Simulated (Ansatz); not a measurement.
# How W(110) screens a field, part 2 of 2

Wanted: the response of a W(110) slab to a perpendicular field.

Ansatz 0.2.0; plane-wave DFT, PBE, Ansatz PAW.

So far. Step 9 (Single point, field 0.4 V/Å): The dipole is 0.236 e·Å.

### Step 10. The response

This step: plane-wave DFT, PBE, Ansatz PAW; screening of a field by a metal slab (Ansatz 0.2.0).

The dipoles give the slope, and the difference of two potentials shows where the field is screened.

This step gave:

```yaml
equivalent_conductor_thickness_p_eps_0ae: 15.14 Å
distance_between_the_outer_atoms: 11.17 Å
inner_field_over_outer_field: -0.002393
image_plane_upper_face: 1.981 Å
induced_electrons_on_the_upper_face_over_eps_0e: -1.001
image_plane_lower_face: 1.981 Å
induced_electrons_on_the_lower_face_over_eps_0e: 1.001
```

Dipole of the cell against applied field:

| applied field (V/Å) | dipole of the cell (e·Å) |
| --- | --- |
| -0.200 | -0.118 |
| -0.100 | -0.0591 |
| -0.050 | -0.0295 |
| 0.000 | 0 |
| 0.050 | 0.0295 |
| 0.100 | 0.0591 |
| 0.200 | 0.118 |
| 0.400 | 0.236 |

Local field over the applied field, running mean. From the potentials at -0.05 and 0.05 V/Å; running mean over 2.234 Å. The local field over applied field by z:

| z (Å) | local field over applied field |
| --- | --- |
| 5 | 0.976 |
| 6 | 0.872 |
| 7 | 0.540 |
| 8 | 0.149 |
| 9 | -0.0152 |
| 10 | 0.00251 |
| 11 | 0.00249 |
| 12 | -9.5e-4 |
| 13 | -0.00373 |
| 14 | -0.00246 |
| 15 | -0.00196 |
| 16 | -0.00403 |
| 17 | -0.00123 |
| 18 | 0.00198 |
| 19 | 0.00253 |
| 20 | -0.0155 |
| 21 | 0.0999 |
| 22 | 0.463 |
| 23 | 0.834 |
| 24 | 0.968 |
| 25 | 0.995 |

Electrons, planar mean, per unit field. The induced electron density by z:

| z (Å) | induced electron density (e/Å³ per V/Å) |
| --- | --- |
| 4.5 | 5.2e-5 |
| 5.0 | 1.3e-4 |
| 5.5 | 3.2e-4 |
| 6.0 | 7.4e-4 |
| 6.5 | 0.00160 |
| 7.0 | 0.00294 |
| 7.5 | 0.00388 |
| 8.0 | 0.00249 |
| 8.5 | -0.00118 |
| 9.0 | 5.0e-5 |
| 9.5 | -1.0e-4 |
| 10.0 | 5.5e-5 |
| 10.5 | 4.4e-5 |
| 11.0 | -1.6e-5 |
| 11.5 | -5.7e-5 |
| 12.0 | 9.9e-5 |
| 12.5 | 7.4e-5 |
| 13.0 | -2.1e-5 |
| 13.5 | -8.0e-5 |
| 14.0 | 1.7e-5 |
| 14.5 | -1.5e-5 |
| 15.0 | 1.8e-5 |
| 15.5 | 3.6e-5 |
| 16.0 | 1.9e-5 |
| 16.5 | -2.6e-5 |
| 17.0 | -1.0e-4 |
| 17.5 | -5.1e-5 |
| 18.0 | 1.3e-4 |
| 18.5 | -6.8e-5 |
| 19.0 | -4.0e-5 |
| 19.5 | -3.0e-5 |
| 20.0 | 4.0e-5 |
| 20.5 | 0.00106 |
| 21.0 | -0.00117 |
| 21.5 | -0.00377 |
| 22.0 | -0.00340 |
| 22.5 | -0.00202 |
| 23.0 | -9.8e-4 |
| 23.5 | -4.3e-4 |
| 24.0 | -1.8e-4 |
| 24.5 | -7.2e-5 |
| 25.0 | -2.8e-5 |

By hand: between -0.05 and 0.05 V/Å the dipole changes by 0.05908 e·Å, a slope of 0.5908 e·Å²/V. A perfect conductor of thickness t has p = ε₀AEt, so t = 180.95 × 0.5908 / 7.061 = 15.14 Å (e/ε₀ = 180.95 V·Å, A in Å²). Less the 11.17 Å between the outer atoms, and halved, that puts each image plane 1.98 Å out.

The induced dipole is that of a conductor 15.14 Å thick.

### Step 11. Varying the input

This step: plane-wave DFT, PBE, Ansatz PAW (Ansatz 0.2.0).

An input spoilt on purpose, to show how the run answers: it repeats the earlier run at 0.05 V/Å with efield.amplitude from 0.05 to 1.5, and scf.max_iter set to 80.

Contents of input.yaml:

```yaml
crystal:
  lattice:
    - [2.2344574285, -1.58, 0.0]
    - [2.2344574285, 1.58, 0.0]
    - [0.0, 0.0, 29.1722871427]
  atoms:
    - { symbol: W, position: [0.0, 0.0, 0.3085119777] }
    - { symbol: W, position: [0.5, 0.5, 0.3851071866] }
    - { symbol: W, position: [0.0, 0.0, 0.4617023955] }
    - { symbol: W, position: [0.5, 0.5, 0.5382976045] }
    - { symbol: W, position: [0.0, 0.0, 0.6148928134] }
    - { symbol: W, position: [0.5, 0.5, 0.6914880223] }
kpoints:
  mp_grid: { grid: [20, 20, 1] }
hamiltonian:
  xc: pbe
scf:
  occupations: { method: fermi_dirac, width: 0.1 }
  convergence: { dr2_threshold: 1.0e-10 }
  max_iter: 80
efield:
  axis: 3
  dipole_correction: true
  ramp_position: 0.97
  ramp_width: 0.06
  amplitude: 1.5
output:
  forces: true
  write_potential: true
  write_density: true
  volumetric_format: npy
```

Command:

```sh
> ansatz run input.yaml --threads 2 --pin off --max-ram 3072MiB --backend cpu --events-out ev --progress --plain --runs-dir out
```

Numbers of over 12 decimals in the logs are rounded to 6 here.

What it wrote:

```text
[...]
Crystal: 6 atoms, lattice volume = 205.982 Å³
Basis set: ecut = 420 eV, 4111 PW (Γ), exchange–correlation on 40×40×400 points (8 copies of the dense FFT grid, shifted against one another)
Bands: 51, of which v1, the nominal top of the filled ones, is band 42 counted from 1 (41 counted from 0)
Symmetry: 4 space group operations
k-points: 111 of 400
[...]
SCF iter   1: F=—  HF=-62310.676511 eV  |F-HF|=—  |Δ(HF+E_count)|=         —  Δρ=5.47e-2  dr2=1.61e2  ethr=3.10e-3  p=1.032 e·Å  D=9.06e-1 V/Å  ΔV_dip=-26.44 eV  dr2_dipole=7.35e1  V_vac-E_F(+/−)=15.66/6.50 eV  ⟨swp⟩=10.5  Hψ=30195  notcnv=0
[...]
SCF iter  13: F=-62306.763681 eV  HF=-62306.763681 eV  |F-HF|=9.82e-10  |Δ(HF+E_count)|=   3.78e-9  Δρ=2.07e-7  dr2=8.19e-11  ethr=1.00e-12  p=0.892 e·Å  D=7.84e-1 V/Å  ΔV_dip=-22.86 eV  dr2_dipole=1.39e-12  V_vac-E_F(+/−)=13.43/1.13 eV  ⟨swp⟩=22.1  Hψ=50668  notcnv=0
WARN: efield: at this solve's end the planar-averaged density reaches 1.99e-4 e/Å³ inside the ramp window [0.9357, 0.1468] (bound 1e-5 e/Å³); the window's nearer edge stands 4.72 Å from this solve's nearest atom along the axis. Its free energy, forces, stress, dipole, levels and responses can be off, and this figure does not tell by how much. The cell may have no vacuum along `efield.axis`. A short vacuum, a low `basis.ecutwfc` or `basis.ecutrho_ratio` and negative occupations (`scf.occupations.method`) can put density there. See the manual's quickstart, § The vacuum guard
SCF 1 converged in 13 iterations: F = -62306.763681 eV  dr2 = 8.19e-11
[...]
SCF converged after 13 iterations
Free energy (F): -62306.763681 eV
[...]
Internal energy: -62306.637251 eV  (E = F + TS)
E sigma→0 (E₀):  -62306.700466 eV
Entropy (-TS):   -0.126430 eV (-21.072 meV/atom)
Fermi energy:    7.760728 eV
Dipole field:    D = 0.783755 V/Å  (p = 0.892171 e·Å, saw-weighted, corrected)
Work function:   not extracted (applied field tilts the vacuum); planar V_es + V_field profile in the machine report
[...]
Vacuum region:   at the solve's end the planar-averaged density reaches 1.99e-4 e/Å³ inside the ramp window [0.9357, 0.1468] (bound 1e-5 e/Å³)
[...]
--- Forces (eV/Å), atoms counted from 1 ---
  atom   1  W      0.00000000    -0.00000000     0.26896117
  atom   2  W     -0.00000000     0.00000000    -0.64620533
  atom   3  W     -0.00000000    -0.00000000     0.06539790
  atom   4  W     -0.00000000     0.00000000    -0.07240013
  atom   5  W      0.00000000    -0.00000000     0.79360580
  atom   6  W     -0.00000000     0.00000000    -0.40689961
  max |Σ_I F_I| component: 2.46e-3 eV/Å
--- Band table (eV; the first three rows and the last of 111) ---
  k-point 0: bands = [... 38 lower, 6.3899, 6.4838, 6.6945, 6.7591, 7.5724, 7.6817, 8.3832, 8.8373, ... 14 higher]
  k-point 1: bands = [... 38 lower, 6.3750, 6.5122, 6.6013, 6.8435, 7.5529, 7.6713, 8.2060, 8.9295, ... 14 higher]
  k-point 2: bands = [... 38 lower, 6.2386, 6.3378, 6.7687, 6.9764, 7.3110, 7.7063, 7.9941, 9.1269, ... 14 higher]
  k-point 110: bands = [... 38 lower, 8.0255, 8.2829, 8.3921, 8.8166, 8.8496, 9.4951, 9.5212, 10.2005, ... 14 higher]
```

Wall time 30 s (2 threads of AMD EPYC 9R45 (Zen 5), shared host); peak memory 1.2 GiB.

| quantity | this run | earlier run | difference |
| --- | --- | --- | --- |
| dipole along the normal (e·Å) | 0.8922 | 0.02954 | 0.86 |

The applied field differs between the two, so the dipoles differ in any case.

In so strong a field the program warns of density in the ramp of the sawtooth; these numbers are not the system's.

### Step 12. Results

```json
{
  "work function": "4.90 eV",
  "image plane, upper face": "1.98 Å",
  "induced electrons on the upper face over ε₀E": "-1.00",
  "equivalent conductor thickness p/(ε₀AE)": "15.1 Å",
  "inner field over outer field": "-0.00239"
}
```

What this shows: The induced charge has its centre 1.98 Å outside the outermost atoms; this is the plane from which a capacitor's gap or an image potential counts. The equivalent conductor thickness exceeds the distance between the outer atoms by 3.97 Å, about the sum of the two image-plane distances. In the middle of the slab the field is screened to under 0.5 % of its outer value. The atoms are held at bulk positions with the tabulated experimental lattice constant.

[Logs are printed without paths, hosts, clocks, repeated set-up lines and the standing remarks that a program may print on its own settings, such as how far it seeks lower states.]

[Hosts, paths, dates, database ids (printed as entryN), source tags and the programs' standing remarks are cut or masked in the printed files.]

[Maps of the electrostatic potential energy from Ansatz leave out the sawtooth potential of an applied field or a dipole correction, so their vacuum need not be flat; planar profiles and work functions include it.]
